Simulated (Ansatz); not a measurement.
## Moving the knobs of a GW run on BiB (4H polytype) (P6_3mc)

Aim: change settings of a G0W0 run on BiB (4H polytype) (P6_3mc) and see what moves.

Method: G0W0 on PBE, plane waves, PAW, in Ansatz 0.2.0.

The structure was built from a prototype and need not be the compound's stable phase.

### 1. The structure

It takes space group P6_3mc (No. 186, hexagonal). The conventional cell has a = 3.896 Å, b = 3.896 Å, c = 12.760 Å, α = 90.00°, β = 90.00°, γ = 120.00°. Nearest to B lie 4 Bi at 2.38 to 2.39 Å. Nearest to B lie 4 Bi at 2.39 to 2.40 Å. Nearest to Bi lie 4 B at 2.38 to 2.39 Å. Nearest to Bi lie 4 B at 2.39 to 2.40 Å. It derives from B1Bi1. Farther neighbours are not listed.

The structure was relaxed with PBE. The structure type comes from a generator and need not be one that this composition takes. The runs that relaxed it are not among those shown. Spin-orbit coupling is left out unless a step names it. The default PAW set here is soft_2. Its files were made with PBE.

### 2. The base run: 6×6×2 mesh, 232 empty bands, screening to 72 eV

G0W0 replaces the xc potential by the self-energy, built once from these orbitals. Only a window of levels is corrected, while the sums run over the empty bands that the input names.

The input, input.yaml:

```yaml
crystal:
  lattice:
    - [3.8956272968, 0.0, 0.0]
    - [-1.9478136484, 3.3737122027, 0.0]
    - [0.0, 0.0, 12.7602919113]
  atoms:
    - { symbol: B, position: [0.0, 0.0, 0.0004571309] }
    - { symbol: B, position: [0.3333333333, 0.6666666667, 0.2494352804] }
    - { symbol: B, position: [0.0, 0.0, 0.5004571309] }
    - { symbol: B, position: [0.6666666667, 0.3333333333, 0.7494352804] }
    - { symbol: Bi, position: [0.0, 0.0, 0.187221663] }
    - { symbol: Bi, position: [0.3333333333, 0.6666666667, 0.4378859257] }
    - { symbol: Bi, position: [0.0, 0.0, 0.687221663] }
    - { symbol: Bi, position: [0.6666666667, 0.3333333333, 0.9378859257] }
kpoints:
  mp_grid: { grid: [6, 6, 2] }
hamiltonian:
  xc: pbe
scf:
  occupations: { method: fixed }
gw:
  n_empty_bands: 232
  ecut_chi: 72
  qp_bands: [v2, c2]
  qp_kpoints: band_edges
  screening: { model: contour_deformation }
```

The run is started by

```console
$ ansatz run input.yaml --threads 8 --pin off --max-ram 17510MiB --backend cpu --events-out ev --progress --plain --runs-dir out
```

Numbers of over 12 decimals in the logs are rounded to 6 here.

Output:

```text
Engine: ansatz 0.2.0, aarch64-unknown-linux-gnu
Pseudopotentials: kind: paw
Pseudopotential: B, paw, valence charge 3, recommended cutoff 420 eV (normal), B.paw.azcp
Pseudopotential: Bi, paw, valence charge 15, recommended cutoff 420 eV (normal), Bi.paw.azcp
Functional definition: PBE
  parameter kappa = 0.804
  parameter beta = 0.066725
  exchange = pbe_x(kappa = kappa, mu = beta*pi^2/3)
  correlation = pbe_c(beta = beta)
Crystal: 8 atoms, lattice volume = 167.705 Å³
Basis set: ecut = 420 eV, 3319 PW (Γ)
Bands: 44, of which v1, the nominal top of the filled ones, is band 36 counted from 1 (35 counted from 0)
Symmetry: 12 space group operations
Space group: P63mc (ITA 186), of the structure as read, at distance tolerance 5.5e-5 Å
k-points: 14 of 72
Non-local potential: B, projectors of the file, l = 0: 2, l = 1: 2, l = 2: 1
Non-local potential: Bi, projectors of the file, l = 0: 2, l = 1: 2, l = 2: 2, l = 3: 2
PAW form: soft (Blöchl's): semilocal exchange-correlation on the pseudo side does not see the compensation charge
PAW one-centre angular grid: B, 110 points (default); XC on 64 Gauss nodes
PAW one-centre angular grid: Bi, 590 points (default); XC on 64 Gauss nodes
Initial density: superposition of atomic densities (neutral atoms: chi_scale 0, normalization atom), corrected by the library's trained network
Initial wavefunctions: pseudopotential atomic-orbital guess
Functional: x = pbe(κ = 0.804, μ = 0.219515), c = pbe(β = 0.066725)
SCF iter   1: F=—  HF=-50203.414258 eV  |F-HF|=—  |Δ(HF+E_count)|=         —  Δρ=2.15e-3  dr2=1.03e-2  ethr=1.77e-3  ⟨swp⟩=5.1  Hψ=2265  notcnv=0  defer=77
preconditioner: auto → Resta (q_TF=auto, 2.370 Å⁻¹)  ε∞=2.8  [insulator: Δε(μ)=0.193 eV  Ē_g=18.021 eV  n_scr=38 (ndim 8)  ℏωp=24.3 eV  f_vac=0.008  ε∞_Penn≈2.8]
SCF iter   2: F=—  HF=-50203.412769 eV  |F-HF|=—  |Δ(HF+E_count)|=   1.49e-3  Δρ=9.69e-4  dr2=1.67e-3  ethr=1.43e-5  ⟨swp⟩=2.6  Hψ=1212  notcnv=0  defer=83
SCF iter   3: F=—  HF=-50203.413816 eV  |F-HF|=—  |Δ(HF+E_count)|=   1.05e-3  Δρ=3.67e-4  dr2=2.56e-4  ethr=2.32e-6  ⟨swp⟩=2.0  Hψ=794  notcnv=0  defer=83
SCF iter   4: F=—  HF=-50203.414119 eV  |F-HF|=—  |Δ(HF+E_count)|=   3.04e-4  Δρ=8.16e-5  dr2=1.93e-5  ethr=3.55e-7  ⟨swp⟩=2.0  Hψ=816  notcnv=0  defer=83
SCF iter   5: F=—  HF=-50203.414144 eV  |F-HF|=—  |Δ(HF+E_count)|=   2.53e-5  Δρ=3.13e-5  dr2=3.51e-6  ethr=2.68e-8  ⟨swp⟩=2.0  Hψ=796  notcnv=0  defer=50
SCF iter   6: F=—  HF=-50203.414145 eV  |F-HF|=—  |Δ(HF+E_count)|=   9.73e-7  Δρ=1.27e-5  dr2=6.50e-7  ethr=4.87e-9  ⟨swp⟩=3.0  Hψ=1086  notcnv=0  defer=51
SCF iter   7: F=-50203.414146 eV  HF=-50203.414146 eV  |F-HF|=1.97e-8  |Δ(HF+E_count)|=   1.86e-7  Δρ=3.33e-6  dr2=3.52e-8  ethr=1.39e-10  ⟨swp⟩=9.1  Hψ=2319  notcnv=0
SCF 1 converged in 7 iterations: F = -50203.414146 eV  dr2 = 3.52e-8
[...]
E_vxc        = -716.179043  (∫ρ·V_xc dr)
  E_paw        = -42975.467906  (= ΣΔE_a)
  E_vpaw       = -1164.969159  (= ΣTr[D̂ρ^β])
  E_aug_tail   = -0.001783  (compensation charges beyond the density's cutoff)
  E_ewald      = -5977.834295
  E_smearing   = -0.000000  (= −TS)
  E_closure    = 0.000000  (closes the sum)
  Σ components = -50203.414146   (vs F -50203.414146, Δ=0.00e0)
--- Band table (eV; the first three rows and the last of 14) ---
  k-point 0: bands = [... 32 lower, 9.4281, 10.2815, 10.3929, 10.3929, 10.5808, 10.6243, 10.9214, 11.2806, ... 4 higher]
  k-point 1: bands = [... 32 lower, 10.0344, 10.0344, 10.0344, 10.0344, 10.6925, 10.6925, 11.5004, 11.5004, ... 4 higher]
  k-point 2: bands = [... 32 lower, 8.8438, 8.8558, 9.7096, 9.8827, 11.6455, 11.7225, 11.8566, 12.4120, ... 4 higher]
  k-point 13: bands = [... 32 lower, 7.3287, 7.3287, 7.6884, 7.6884, 11.9053, 11.9053, 12.9300, 12.9300, ... 4 higher]
--- G₀W₀: contour deformation, 8 samples at zero and on the imaginary axis and 1 off it, 72 q-points, 232 empty bands' worth ---
  eigenvalues of the whole cell's RPA ε∞ on this k-mesh (on a slab, of 1 + 4πα/V) = 103.8250, 283.9743, 283.9743; static W/v taken at q = 0 is 0.004092
  bands read: the sum over 268 bands ends inside a degenerate multiplet in 1 slot, whose members it reads at an even weight; the widest, k=12: bands 268 to 269 (counted from 1) at 1/2 each
  gw.qp_kpoints: band_edges: 9 of 14 stored k-points solved, in 1 pass; an edge of the gap read off the rows below is read off those points alone
    valence top: of the k-points left out ik 8 came nearest to being solved in a further pass, in band 36 (counted from 1, as in the quasiparticle table): it holds the edge there only if its correction is more favourable than any solved in that band by at least 1.307 eV; those differ by 0.205 eV
    conduction bottom: of the k-points left out ik 10 came nearest to being solved in a further pass, in band 37 (counted from 1, as in the quasiparticle table): it holds the edge there only if its correction is more favourable than any solved in that band by at least 0.877 eV; those differ by 0.187 eV
    ik  band        ε_KS         Σx   Σc(E_QP)       V_xc       Z   E_QP_lin       E_QP  E_QP is
     0    35     10.3929   -14.7611     0.6341   -14.1571  0.7390    10.4230    10.4231  root
     0    36     10.3929   -14.7611     0.6341   -14.1571  0.7390    10.4230    10.4231  root
     0    37     10.5808   -11.0170    -3.2682   -14.5934  0.7405    10.8973    10.8891  root
     0    38     10.6243   -11.9411    -3.3491   -15.7021  0.7360    11.0534    11.0362  root
     1    35     10.0344   -14.7608     0.7838   -13.9753  0.7408    10.0327    10.0327  root
     1    36     10.0344   -14.7608     0.7838   -13.9753  0.7408    10.0327    10.0327  root
     1    37     10.6925   -10.3097    -3.4366   -14.0337  0.7420    10.9865    10.9800  root
     1    38     10.6925   -10.3097    -3.4366   -14.0337  0.7420    10.9865    10.9800  root
[...]
13    35      7.6884   -14.8741     1.8073   -12.8922  0.7216     7.5108     7.5138  root
    13    36      7.6884   -14.8741     1.8073   -12.8922  0.7216     7.5108     7.5138  root
    13    37     11.9053    -7.8678    -3.8288   -11.8182  0.7482    12.0280    12.0270  root
    13    38     11.9053    -7.8678    -3.8288   -11.8182  0.7482    12.0280    12.0270  root
[key lines of the parts left out:]
SCF converged after 7 iterations
Free energy (F): -50203.414146 eV
Fermi energy:    10.392892 eV
```

Wall time 1.8 min (8 threads of Arm Neoverse V2, shared host); peak memory 2.7 GiB; 13 min of CPU time.

The column dr2 measures how far the density is from self-consistency, as an energy; F and HF (Harris–Foulkes) agree once it is small.

Numbers from this step:

| Property | Result |
| --- | --- |
| bands summed | 268 |
| RPA ε∞ on this mesh (eigenvalues) | 103.8, 284.0, 284.0 |
| plane waves in the screening matrix | 227 |
| q-points in the mesh | 72 |
| G0W0 gap on the mesh | 0.4660 eV |
| k of the valence top | 0, 0, 0 |
| k of the conduction bottom | 0, 0, 0 |
| starting gap on the mesh | 0.1879 eV |
| Z at the valence top | 0.7390 |
| Z at the conduction bottom | 0.7405 |
| least direct G0W0 gap on the computed points | 0.4660 eV |

The gap on the mesh goes from 0.19 eV to 0.47 eV, a correction of +0.28 eV. Between the two edge states, bare exchange in place of the xc potential would open the gap by 4.18 eV, and correlation takes back 3.90 eV.

### 3. Variant: norm-conserving files, smooth pair densities

This step: G0W0 on PBE, plane waves, norm-conserving pseudopotentials.

Changes to input.yaml since step 2:

```diff
@@ -18,2 +18,3 @@
   xc: pbe
+  pseudopotentials: { kind: nc }
 scf:
@@ -21,4 +22,4 @@
 gw:
-  n_empty_bands: 232
-  ecut_chi: 72
+  n_empty_bands: 272
+  ecut_chi: 80
   qp_bands: [v2, c2]
@@ -26 +27,2 @@
   screening: { model: contour_deformation }
+  pair_densities: pseudo
```

Output:

```text
[...]
Crystal: 8 atoms, lattice volume = 167.705 Å³
Basis set: ecut = 1116 eV, 14229 PW (Γ)
Bands: 44, of which v1, the nominal top of the filled ones, is band 36 counted from 1 (35 counted from 0)
[... 1 set-up line as in the run before ...]
[...]
k-points: 14 of 72
[...]
SCF iter   1: F=—  HF=-9224.020230 eV  |F-HF|=—  |Δ(HF+E_count)|=         —  Δρ=5.55e-2  dr2=9.67e0  ethr=3.10e-3  ⟨swp⟩=5.3  Hψ=2058  notcnv=0  defer=72
[...]
SCF iter   9: F=-9221.347144 eV  HF=-9221.347144 eV  |F-HF|=6.19e-9  |Δ(HF+E_count)|=   3.37e-7  Δρ=4.60e-6  dr2=3.34e-8  ethr=1.39e-10  ⟨swp⟩=12.9  Hψ=2651  notcnv=0
SCF 1 converged in 9 iterations: F = -9221.347144 eV  dr2 = 3.34e-8
NSCF: frozen V_eff on 14 k-points
G₀W₀ screening: q 1/14
[... further progress lines ...]
SCF converged after 9 iterations
Free energy (F): -9221.347144 eV
[...]
Internal energy: -9221.347144 eV  (E = F + TS)
E sigma→0 (E₀):  -9221.347144 eV
Fermi energy:    10.518164 eV
[...]
--- Band table (eV; the first three rows and the last of 14) ---
  k-point 0: bands = [... 32 lower, 9.5535, 10.4066, 10.5182, 10.5182, 10.7013, 10.7427, 11.0435, 11.4014, ... 4 higher]
  k-point 1: bands = [... 32 lower, 10.1597, 10.1597, 10.1597, 10.1597, 10.8139, 10.8139, 11.6216, 11.6216, ... 4 higher]
  k-point 2: bands = [... 32 lower, 8.9694, 8.9814, 9.8352, 10.0078, 11.7689, 11.8456, 11.9804, 12.5338, ... 4 higher]
  k-point 13: bands = [... 32 lower, 7.4549, 7.4549, 7.8148, 7.8148, 12.0323, 12.0323, 13.0530, 13.0530, ... 4 higher]
[...]
0    35     10.5182   -13.4189     0.7548   -12.5159  0.7375    10.3683    10.3699  root
     0    36     10.5182   -13.4189     0.7548   -12.5159  0.7375    10.3683    10.3699  root
     0    37     10.7013    -9.0552    -3.3044   -12.3956  0.7379    10.7374    10.7374  root
     0    38     10.7427    -9.6745    -3.3717   -13.0575  0.7335    10.7541    10.7541  root
     1    35     10.1597   -13.5017     0.9455   -12.3489  0.7395     9.9492     9.9524  root
     1    36     10.1597   -13.5017     0.9455   -12.3489  0.7395     9.9492     9.9524  root
     1    37     10.8139    -8.4289    -3.4661   -11.9406  0.7400    10.8596    10.8595  root
     1    38     10.8139    -8.4289    -3.4661   -11.9406  0.7400    10.8596    10.8595  root
[...]
13    35      7.8148   -14.0224     2.0848   -11.5165  0.7201     7.3749     7.3937  root
    13    36      7.8148   -14.0224     2.0848   -11.5165  0.7201     7.3749     7.3937  root
    13    37     12.0323    -6.4192    -3.8676   -10.3541  0.7475    12.0998    12.0996  root
    13    38     12.0323    -6.4192    -3.8676   -10.3541  0.7475    12.0998    12.0996  root
```

It took 4.5 min on 8 threads; peak memory 8 GiB.

The G0W0 gap on the mesh is 0.367 eV.

Against the base:

```csv
setting,base,variant
files,default PAW,norm-conserving
empty bands,232,272
screening cutoff (eV),72,80
pair densities,-,pseudo
```

```csv
quantity,variant,base
starting gap on the mesh,0.183,0.188
G0W0 gap on the mesh,0.367,0.466
least direct G0W0 gap on the computed points,0.367,0.466
Z at the valence top,0.738,0.739
Z at the conduction bottom,0.738,0.740
```

### 4. What came out

```
base                                         : 0.47 eV, 1.8 min
norm-conserving files, smooth pair densities : 0.37 eV, 4.5 min
```

**Reading.** Norm-conserving files, smooth pair densities: the gap moves by −0.10 eV and the time by a factor of 2.5 (the plane-wave cutoff goes from 420 to 1116 eV). The variant differs from the base in files, empty bands, screening cutoff and pair densities together, so the change can't be laid to one of them. All runs here use a coarse mesh and modest cutoffs; they test settings and are not final values. The 6×6×2 mesh is coarse for this cell (its supercell is 23 Å along the shortest edge). The RPA ε∞ on it, from the PBE start, is 103.83 and 283.97; such meshes misread the long-range screening, most where the gap is narrow. Where an edge is built on 6p states of lead, bismuth or thallium, scalar-relativistic gaps usually stand too wide, by a few tenths to over one eV. With atoms this heavy and so narrow a gap, spin-orbit coupling can invert the bands. These scalar-relativistic gaps are then model values, not to be set against experiment, and a spin-orbit change taken from DFT can't simply be added. On this mesh the RPA ε∞ passes 90, more than nearly any semiconductor shows; a coarse mesh does this where one point with a narrow direct gap carries much weight. The screening is then too strong, and the G0W0 gap should not be taken as the material's.

[Paths, hosts, dates, memory and timing lines, banners, echoed tables and standing remarks are left out of the program output.]

[Logs are printed without paths, hosts, clocks, repeated set-up lines and the standing remarks that a program may print on its own settings, such as how far it seeks lower states.]

[Runs of the session that timed out or met a known fault of the program may be left out.]

[Cells called generated may have been cut or substituted from an entry of the Crystallography Open Database or the Materials Project.]

[Hosts, paths, dates, database ids (printed as entryN), source tags and the programs' standing remarks are cut or masked in the printed files.]
